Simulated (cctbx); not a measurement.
# Diagnosing a refinement

Cell a = 8.5210 Å, b = 8.5210 Å, c = 3.8540 Å, α = 90.00°, β = 90.00°, γ = 120.00°; space group P6_3/m (no. 176). The compound is NaRu3W3.

Simulated single-crystal data (cctbx): Mo Kα, λ = 0.71073 Å, to d = 0.65 Å, 95 % of the full sphere, strongest reflection 5000 counts, noise from counting, a 3 % proportional error and a noise floor of 15 counts (s.d.); no absorption.

An anisotropic refinement with weights 1/σ² prints:

```text
Rint 0.083, 347 unique reflections to 0.65 A
cycle     R1     wR2    GooF  max shift (A)
   1  0.0537  0.0970   2.668   0.00121
   2  0.0535  0.0947   2.606   0.00000
final R1 0.0535 wR2 0.0947 GooF 2.606  parameters 12  data/parameter 28.9
atom        x        y        z      Ueq    occ   su(xyz)  su(Uiso or U11)
W1     0.36483  0.31404  0.75000   0.0036  1.000  0.00014  0.0004
Ru1    0.14550  0.97640  0.75000   0.0040  1.000  0.00030  0.0008
difference map: max 48.53 min -5.39 rms 1.80
Q1    0.3333  0.6667  0.7500    2   48.53  3.15 A from W1
Q2    0.1207  0.4863  0.7500    6    5.36  2.13 A from W1
Q3    0.1802  0.7616  0.7500    6    4.87  1.71 A from W1
Q4    0.1670  0.5512  0.2500    6    4.76  1.39 A from W1
Q5    0.2505  0.5409  0.7500    6    4.03  2.51 A from W1
Q6    0.2008  0.4588  0.2500    6    3.93  1.12 A from W1
```

**Question.** Can this result stand? If not, what is the likely fault?

Mend it. The fault: an atom left out, Na at (1/3, 2/3, 3/4). Against the right model at the same level, R1 goes from 0.0226 to 0.0535 and GooF from 0.99 to 2.61 and the top difference peak, 48.5 e/Å³, lies 3.15 Å from W1. Q1 is the missing atom. With scattering power missing, scale and phases suffer, so peaks may also grow on the heavy atoms.

The compound is NaRu3W3. The right model at the same level gives:

```text
Rint 0.083, 347 unique reflections to 0.65 A
cycle     R1     wR2    GooF  max shift (A)
   1  0.0241  0.0384   1.059   0.00034
   2  0.0226  0.0359   0.991   0.00000
final R1 0.0226 wR2 0.0359 GooF 0.991  parameters 14  data/parameter 24.8
atom        x        y        z      Ueq    occ   su(xyz)  su(Uiso or U11)
W1     0.36478  0.31399  0.75000   0.0036  1.000  0.00005  0.0002
Ru1    0.14540  0.97629  0.75000   0.0041  1.000  0.00012  0.0003
Na1    0.33333  0.66667  0.75000   0.0049  1.000  0.00000  0.0018
difference map: max 5.48 min -4.61 rms 1.21
Q1    0.1263  0.4974  0.7500    6    5.52  1.63 A from Na1
Q2    0.2001  0.4560  0.2500    6    4.10  1.11 A from W1
Q3    0.2673  0.5670  0.1042   12    4.07  1.56 A from Na1
Q4    0.1666  0.5546  0.2500    6    3.94  1.41 A from W1
Q5    0.1809  0.7673  0.7500    6    3.91  1.72 A from W1
Q6    0.0311  0.5104  0.7500    6    3.89  1.54 A from W1
```

The model is made up (kin elements in a known structure type, no relaxation), so it says nothing on whether the phase exists.

[Middle refinement cycles are left out of these outputs.]

[Logs are printed without paths, hosts, clocks, repeated set-up lines and the standing remarks that a program may print on its own settings, such as how far it seeks lower states.]
